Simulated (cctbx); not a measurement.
# BiH3 with cctbx, script by script

Library: cctbx 2025.11. The data are simulated by the first script.

## 1. Simulate the data

run.py:

```python
from cctbx import adptbx, crystal, miller, sgtbx, xray
from cctbx.array_family import flex
from iotbx.shelx import hklf
from scitbx import matrix
import scitbx.random

cs = crystal.symmetry(unit_cell=(6.259, 6.259, 6.735, 90, 90, 120), space_group_symbol='Hall: -P 3 2"c')  # P-3c1
atoms = [  # label, site, U (iso, or U11 U22 U33 U12 U13 U23 in A^2), occupancy
    ("Bi1", (0.3393, 0, 0.25), (0.0035, 0.0039, 0.0033, 0.0020, 0.0001, 0.0001), 1),
    ("H1", (0, 0, 0.25), 0.0111, 1),
    ("H2", (1/3, 2/3, 0.6919), 0.0113, 1),
    ("H3", (0.3605, 0.0419, 0.5964), 0.0118, 1),
]
xs = xray.structure(crystal_symmetry=cs)
for label, site, u, occ in atoms:
    u = adptbx.u_cif_as_u_star(cs.unit_cell(), u) if isinstance(u, tuple) else u
    xs.add_scatterer(xray.scatterer(label, site=site, u=u, occupancy=occ))
xs.set_inelastic_form_factors(0.56087, "sasaki")
xs.show_summary()
p1 = xs.expand_to_p1()
ms = miller.build_set(p1, anomalous_flag=True, d_min=1.1)
flex.set_random_seed(97553)
scitbx.random.set_random_seed(97553)
ms = ms.select(flex.random_double(ms.size()) < 0.5)
i = ms.structure_factors_from_scatterers(p1, algorithm="direct").f_calc().as_intensity_array().data()
i = i * 40000 / flex.max(i)
sig = flex.sqrt(i + flex.pow2(0.02 * i) + 4 ** 2)
noise = scitbx.random.variate(scitbx.random.normal_distribution())(i.size())
data = ms.array(data=i + sig * noise, sigmas=sig).set_observation_type_xray_intensity()
with open("data.hkl", "w") as f:
    data.export_as_shelx_hklf(f)
print("reflections written:", data.size(), " <I/sigma> = %.1f" % flex.mean(data.data() / data.sigmas()))
for h, a, b in list(data.sort("data"))[:12]:
    print("%4d%4d%4d %9.1f %7.1f" % (h + (a, b)))
```

```console
$ python run.py
```

```text
Number of scatterers: 4
At special positions: 3
Unit cell: (6.259, 6.259, 6.735, 90, 90, 120)
Space group: P -3 c 1 (No. 165)
reflections written: 366  <I/sigma> = 16.7
   0   0   2   40705.9   824.6
   3   0   0   29349.3   607.4
   3  -3   0   28363.8   607.4
  -1   2   1   27937.7   569.5
   1   1  -1   27925.2   569.5
  -1   2  -1   27769.4   569.5
   0   0   4   27237.6   560.5
   1  -2  -1   26828.0   569.5
   1   1   1   26671.9   569.5
   0   0  -4   26177.2   560.5
   0  -3  -2   26163.9   537.1
   3   0   2   25967.8   537.5
```

Run time: 0.36 s on 1 thread of Arm Neoverse N1, on a shared host, peak memory 0.07 GiB.

## 2. Refinement (right model)

run.py:

```python
import math
from cctbx import adptbx, crystal, maptbx, sgtbx, xray
from cctbx.array_family import flex
from cctbx.xray import observations
from iotbx.shelx import hklf
from scitbx.lstbx import normal_eqns_solving
from smtbx import absolute_structure, utils
from smtbx.refinement import constraints, least_squares

cs = crystal.symmetry(unit_cell=(6.259, 6.259, 6.735, 90, 90, 120), space_group_symbol='Hall: -P 3 2"c')  # P-3c1
atoms = [  # label, site, U (iso, or U11 U22 U33 U12 U13 U23 in A^2), occupancy
    ("Bi1", (0.3415, 0, 0.25), 0.0200, 1),
    ("H1", (0, 0, 0.25), 0.0200, 1),
    ("H2", (1/3, 2/3, 0.6932), 0.0200, 1),
    ("H3", (0.3622, 0.0459, 0.5942), 0.0200, 1),
]
xs = xray.structure(crystal_symmetry=cs)
for label, site, u, occ in atoms:
    u = adptbx.u_cif_as_u_star(cs.unit_cell(), u) if isinstance(u, tuple) else u
    xs.add_scatterer(xray.scatterer(label, site=site, u=u, occupancy=occ))
xs.set_inelastic_form_factors(0.56087, "sasaki")
raw = hklf.reader(file_name="data.hkl").as_miller_arrays(crystal_symmetry=cs, anomalous=True)[0]
merged = raw.eliminate_sys_absent().merge_equivalents()
fo2 = merged.array().set_observation_type_xray_intensity()
print("Rint %.3f, %d unique reflections to %.2f A" % (merged.r_int(), fo2.size(), fo2.d_min()))
for sc in xs.scatterers():
    sc.flags.set_grad_site(True)
    sc.flags.set_grad_u_aniso(sc.flags.use_u_aniso())
    sc.flags.set_grad_u_iso(sc.flags.use_u_iso())
obs = fo2.as_xray_observations()
extra = {}
rep = constraints.reparametrisation(xs, [], utils.connectivity_table(xs), **extra)
ls = least_squares.crystallographic_ls(obs, rep, weighting_scheme=least_squares.mainstream_shelx_weighting(a=0, b=0))
print("cycle     R1     wR2    GooF  max shift (A)")
for cycle in range(8):
    ls.build_up()
    r1, wr2, goof = ls.r1_factor(cutoff_factor=2)[0], ls.wR2(), ls.goof()
    old = xs.sites_cart()
    normal_eqns_solving.levenberg_marquardt_iterations(ls, n_max_iterations=3, tau=1e-06, step_threshold=1e-7)
    big = flex.max((xs.sites_cart() - old).norms())
    print("%4d %7.4f %7.4f %7.3f %9.5f" % (cycle + 1, r1, wr2, goof, big))
    ls.build_up(objective_only=True)
    if abs(ls.wR2() - wr2) < 5e-5 and big < 5e-4:
        break
ls.build_up()
print("final R1 %.4f wR2 %.4f GooF %.3f  parameters %d  data/parameter %.1f" % (ls.r1_factor(cutoff_factor=2)[0], ls.wR2(), ls.goof(), ls.n_parameters, fo2.size() / ls.n_parameters))
cov = ls.covariance_matrix_and_annotations()
su = dict(zip(cov.annotations, (math.sqrt(max(v, 0)) for v in cov.matrix.matrix_packed_u_diagonal())))
a2 = cs.unit_cell().reciprocal_parameters()[0] ** -2
print("atom        x        y        z      Ueq    occ   su(xyz)  su(Uiso or U11)")
for sc in xs.scatterers():
    s = max(su.get(sc.label + k, 0) for k in (".x", ".y", ".z"))
    npd = "" if sc.is_positive_definite_u(cs.unit_cell()) else "  NPD"
    print("%-5s %8.5f %8.5f %8.5f %8.4f %6.3f %8.5f %7.4f%s" % ((sc.label,) + sc.site + (sc.u_iso_or_equiv(cs.unit_cell()), sc.occupancy, s, su.get(sc.label + ".uiso", su.get(sc.label + ".u11", 0) * a2), npd)))
fo = fo2.f_sq_as_f()
fc = fo.structure_factors_from_scatterers(xs, algorithm="direct").f_calc()
diff = fo.f_obs_minus_f_calc(1 / math.sqrt(ls.scale_factor()), fc).average_bijvoet_mates()
m = diff.fft_map(symmetry_flags=maptbx.use_space_group_symmetry, resolution_factor=0.25).apply_volume_scaling()
print("difference map: max %.2f min %.2f rms %.2f" % (m.statistics().max(), m.statistics().min(), m.statistics().sigma()))
peaks = m.peak_search(parameters=maptbx.peak_search_parameters(min_distance_sym_equiv=0.6, max_clusters=6)).all()
near = xs.closest_distances(peaks.sites(), distance_cutoff=4)
sps = cs.special_position_settings(min_distance_sym_equiv=0.5)
for k, (x, h) in enumerate(zip(peaks.sites(), peaks.heights())):
    ss = sps.site_symmetry(x)
    print("Q%-3d %7.4f %7.4f %7.4f %4d %7.2f  %.2f A from %s" % ((k + 1,) + tuple(t % 1 for t in ss.exact_site()) + (ss.multiplicity(), h, near.smallest_distances[k], xs.scatterers()[near.i_seqs[k]].label)))
```

```console
$ python run.py
```

```text
Rint 0.017, 61 unique reflections to 1.12 A
cycle     R1     wR2    GooF  max shift (A)
   1  0.0857  0.2279  14.132   0.23737
   2  0.0064  0.0140   0.871   0.00525
   3  0.0064  0.0140   0.871   0.00003
final R1 0.0064 wR2 0.0140 GooF 0.871  parameters 9  data/parameter 6.8
atom        x        y        z      Ueq    occ   su(xyz)  su(Uiso or U11)
Bi1    0.33930  0.00000  0.25000   0.0035  1.000  0.00003  0.0002
H1     0.00000  0.00000  0.25000   0.0020  1.000  0.00000  0.0274
H2     0.33333  0.66667  0.65718   0.0381  1.000  0.01623  0.0277
H3     0.36433  0.04953  0.59751   0.0169  1.000  0.00853  0.0168
difference map: max 0.31 min -0.26 rms 0.10
Q1    0.3333  0.6667  0.2724    4    0.32  0.78 A from H2
Q2    0.0000  0.1044  0.2500    6    0.31  0.65 A from H1
Q3    0.0000  0.0000  0.0000    2    0.29  1.68 A from H1
Q4    0.0000  0.3120  0.7500    6    0.29  1.08 A from H3
Q5    0.0000  0.0000  0.2500    2    0.28  0.00 A from H1
Q6    0.1652  0.4469  0.1621   12    0.27  1.08 A from Bi1
```

Time: 0.59 s.

## 3. Simulate the data

run.py, as its changes from the last script of this kind:

```diff
@@ -21 +21 @@
-ms = miller.build_set(p1, anomalous_flag=True, d_min=1.1)
+ms = miller.build_set(p1, anomalous_flag=True, d_min=0.84)
```

```console
$ python run.py
```

```text
Number of scatterers: 4
At special positions: 3
Unit cell: (6.259, 6.259, 6.735, 90, 90, 120)
Space group: P -3 c 1 (No. 165)
reflections written: 811  <I/sigma> = 16.1
   0   0  -2   38714.0   824.6
   0   3   0   29690.5   607.4
  -3   0   0   29575.1   607.4
   3   0   0   28760.9   607.4
   0  -3   0   28670.1   607.4
  -1  -1   1   28278.9   569.5
  -1   2   1   27895.6   569.5
   1   1  -1   27613.6   569.5
   2  -1  -1   27347.9   569.5
  -2   1  -1   26917.9   569.5
  -1  -1  -1   26684.4   569.5
   0   0   4   26450.9   560.5
```

Time: 0.36 s.

## 4. Refinement (right model)

run.py, as its changes from the last script of this kind:

```diff
@@ -12 +12 @@
-    ("Bi1", (0.3415, 0, 0.25), 0.0200, 1),
+    ("Bi1", (0.3432, 0, 0.25), 0.0200, 1),
@@ -14,2 +14,2 @@
-    ("H2", (1/3, 2/3, 0.6932), 0.0200, 1),
-    ("H3", (0.3622, 0.0459, 0.5942), 0.0200, 1),
+    ("H2", (1/3, 2/3, 0.6899), 0.0200, 1),
+    ("H3", (0.3618, 0.0404, 0.5988), 0.0200, 1),
@@ -21,0 +22 @@
+xs.convert_to_anisotropic(selection=flex.bool([sc.scattering_type != 'H' for sc in xs.scatterers()]))
```

```console
$ python run.py
```

```text
Rint 0.018, 135 unique reflections to 0.84 A
cycle     R1     wR2    GooF  max shift (A)
   1  0.1701  0.4104  23.476   0.03006
   2  0.0073  0.0160   0.917   0.02288
   3  0.0073  0.0159   0.907   0.01651
   4  0.0073  0.0157   0.901   0.01282
   5  0.0072  0.0157   0.897   0.01169
   6  0.0072  0.0156   0.894   0.01060
   7  0.0072  0.0156   0.892   0.00957
   8  0.0072  0.0156   0.891   0.00862
final R1 0.0072 wR2 0.0156 GooF 0.890  parameters 12  data/parameter 11.2
atom        x        y        z      Ueq    occ   su(xyz)  su(Uiso or U11)
Bi1    0.33930  0.00000  0.25000   0.0033  1.000  0.00002  0.0001
H1     0.00000  0.00000  0.25000   0.0173  1.000  0.00000  0.0254
H2     0.33333  0.66667  0.70418   0.0248  1.000  0.01163  0.0201
H3     0.36205  0.04733  0.58536   0.0139  1.000  0.00719  0.0114
difference map: max 0.46 min -0.55 rms 0.16
Q1    0.0366  0.4277  0.0706   12    0.48  1.14 A from H3
Q2    0.2024  0.4570  0.6732   12    0.39  1.17 A from H2
Q3    0.0151  0.2986  0.4071   12    0.39  1.10 A from Bi1
Q4    0.1419  0.5662  0.8149   12    0.38  1.28 A from H2
Q5    0.1163  0.3712  0.4811   12    0.33  1.14 A from H3
Q6    0.0948  0.4646  0.8812   12    0.32  0.60 A from H3
```

Time: 0.78 s.

## 5. Simulate the data

run.py, as its changes from the last script of this kind:

```diff
@@ -21 +21 @@
-ms = miller.build_set(p1, anomalous_flag=True, d_min=0.84)
+ms = miller.build_set(p1, anomalous_flag=True, d_min=0.6)
```

```console
$ python run.py
```

```text
Number of scatterers: 4
At special positions: 3
Unit cell: (6.259, 6.259, 6.735, 90, 90, 120)
Space group: P -3 c 1 (No. 165)
reflections written: 2247  <I/sigma> = 16.6
   0  -3   0   40646.9   824.6
  -3   3   0   39789.1   824.6
   3  -3   0   39772.3   824.6
   2  -1   1   38359.3   772.7
   1   1  -1   37841.8   772.7
  -2   1  -1   37517.4   772.7
  -1  -1   1   37475.9   772.7
   1  -2   1   36658.5   772.7
   0   0  -4   36315.6   760.4
   0   3   2   36310.2   728.3
   3   0  -2   35078.8   728.3
   3  -3   2   34898.8   728.3
```

Time: 0.38 s.

## 6. Refinement (right model)

run.py, as its changes from the last script of this kind:

```diff
@@ -12 +12 @@
-    ("Bi1", (0.3432, 0, 0.25), 0.0200, 1),
+    ("Bi1", (0.339, 0, 0.25), 0.0200, 1),
@@ -14,2 +14,2 @@
-    ("H2", (1/3, 2/3, 0.6899), 0.0200, 1),
-    ("H3", (0.3618, 0.0404, 0.5988), 0.0200, 1),
+    ("H2", (1/3, 2/3, 0.6932), 0.0200, 1),
+    ("H3", (0.359, 0.0403, 0.5969), 0.0200, 1),
```

```console
$ python run.py
```

```text
Rint 0.017, 377 unique reflections to 0.60 A
cycle     R1     wR2    GooF  max shift (A)
   1  0.2146  0.4551  24.811   0.00886
   2  0.0073  0.0170   0.926   0.00238
   3  0.0073  0.0170   0.926   0.00208
   4  0.0073  0.0170   0.926   0.00184
   5  0.0073  0.0170   0.926   0.00163
   6  0.0073  0.0170   0.925   0.00146
   7  0.0073  0.0170   0.925   0.00131
   8  0.0073  0.0170   0.925   0.00119
final R1 0.0073 wR2 0.0170 GooF 0.925  parameters 12  data/parameter 31.4
atom        x        y        z      Ueq    occ   su(xyz)  su(Uiso or U11)
Bi1    0.33928  0.00000  0.25000   0.0035  1.000  0.00001  0.0000
H1     0.00000  0.00000  0.25000   0.0200  1.000  0.00000  0.0196
H2     0.33333  0.66667  0.69194   0.0195  1.000  0.00966  0.0131
H3     0.35924  0.04362  0.59715   0.0179  1.000  0.00633  0.0087
difference map: max 0.73 min -0.58 rms 0.19
Q1    0.2027  0.5473  0.8222   12    0.76  1.18 A from H2
Q2    0.9937  0.3230  0.1228   12    0.63  0.86 A from Bi1
Q3    0.0454  0.4722  0.7042   12    0.62  1.12 A from H3
Q4    0.3333  0.6667  0.1700    4    0.62  0.15 A from H2
Q5    0.3333  0.6667  0.4877    4    0.62  1.38 A from H2
Q6    0.1359  0.3958  0.7697   12    0.58  1.03 A from H3
```

Run time: 0.79 s on 1 thread of Arm Neoverse N1 (shared host), peak memory 0.09 GiB.

[Logs are printed without paths, hosts, clocks, repeated set-up lines and the standing remarks that a program may print on its own settings, such as how far it seeks lower states.]
